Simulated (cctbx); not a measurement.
## Diagnosing a refinement

Cell a = 11.0210 Å, b = 11.0210 Å, c = 11.0210 Å, α = 90.00°, β = 90.00°, γ = 90.00°; space group Fd-3m (no. 227, origin choice 1). The compound is Nd2Bi2O7.

Simulated single-crystal data (cctbx): Ag Kα, λ = 0.56087 Å, to d = 0.7 Å, 70 % of the full sphere, strongest reflection 70000 counts, noise from counting, a 6 % proportional error and a noise floor of 15 counts (s.d.); no absorption.

An anisotropic refinement with weights 1/σ² prints:

```text
Rint 0.040, 24 unique reflections to 1.34 A
cycle     R1     wR2    GooF  max shift (A)
   1  0.0262  0.1298   6.279   0.01325
   2  0.0080  0.0167   0.810   0.00009
final R1 0.0079 wR2 0.0167 GooF 0.810  parameters 9  data/parameter 2.7
atom        x        y        z      Ueq    occ   su(xyz)  su(Uiso or U11)
Bi1    0.37500  0.87500  0.12500   0.0264  1.000  0.00000  0.0009
Nd1    0.12500  0.12500  0.12500   0.0252  1.000  0.00000  0.0010
O1     0.01744  0.75000  0.25000   0.0331  1.000  0.00047  0.0047
O2     0.25000  0.25000  0.25000   0.0472  1.000  0.00000  0.0034
difference map: max 0.33 min -0.32 rms 0.09
Q1    0.1248  0.1248  0.8752   32    0.36  2.28 A from O1
Q2    0.0657  0.0657  0.0657   32    0.17  1.13 A from Nd1
Q3    0.0675  0.0675  0.5675   32    0.15  1.10 A from Bi1
Q4    0.0190  0.1385  0.1385   96    0.11  1.19 A from Nd1
Q5    0.9819  0.1103  0.3897   96    0.10  1.20 A from Bi1
Q6    0.1048  0.1048  0.6048   32    0.09  0.39 A from Bi1
```

**Question.** Can this result stand? If not, what is the likely fault?

Mend it. The fault: data cut at low resolution. Against the right model at the same level, R1 goes from 0.0089 to 0.0079 and GooF from 0.81 to 0.81. The atoms are right, but there are too few data for the parameters: R1 flatters and the s.u.s grow. Data per parameter fall from 13.7 to 2.7.

The compound is Nd2Bi2O7. The right model at the same level gives:

```text
Rint 0.047, 123 unique reflections to 0.71 A
cycle     R1     wR2    GooF  max shift (A)
   1  0.0420  0.2026   7.375   0.01056
   2  0.0089  0.0223   0.810   0.00012
final R1 0.0089 wR2 0.0223 GooF 0.810  parameters 9  data/parameter 13.7
atom        x        y        z      Ueq    occ   su(xyz)  su(Uiso or U11)
Bi1    0.37500  0.87500  0.12500   0.0254  1.000  0.00000  0.0001
Nd1    0.12500  0.12500  0.12500   0.0241  1.000  0.00000  0.0001
O1     0.01768  0.75000  0.25000   0.0367  1.000  0.00029  0.0013
O2     0.25000  0.25000  0.25000   0.0483  1.000  0.00000  0.0018
difference map: max 0.60 min -0.66 rms 0.19
Q1    0.0350  0.1401  0.1401   96    0.60  1.02 A from Nd1
Q2    0.0923  0.1420  0.8580   96    0.57  1.87 A from O1
Q3    0.0411  0.1576  0.6576   96    0.56  1.06 A from Bi1
Q4    0.0104  0.0787  0.0787   96    0.51  1.23 A from O2
Q5    0.0000  0.0000  0.1426   48    0.51  1.38 A from O1
Q6    0.0583  0.0583  0.1222   96    0.50  1.04 A from Nd1
```

Isotropic U is held between 0.0001 and 1 Å² by the program, and listed peak heights are interpolated, so they can pass the grid's maximum.

The model is made up (kin elements in a known structure type, no relaxation), so it says nothing on whether the phase exists.

[Middle refinement cycles are left out of these outputs.]

[Logs are printed without paths, hosts, clocks, repeated set-up lines and the standing remarks that a program may print on its own settings, such as how far it seeks lower states.]
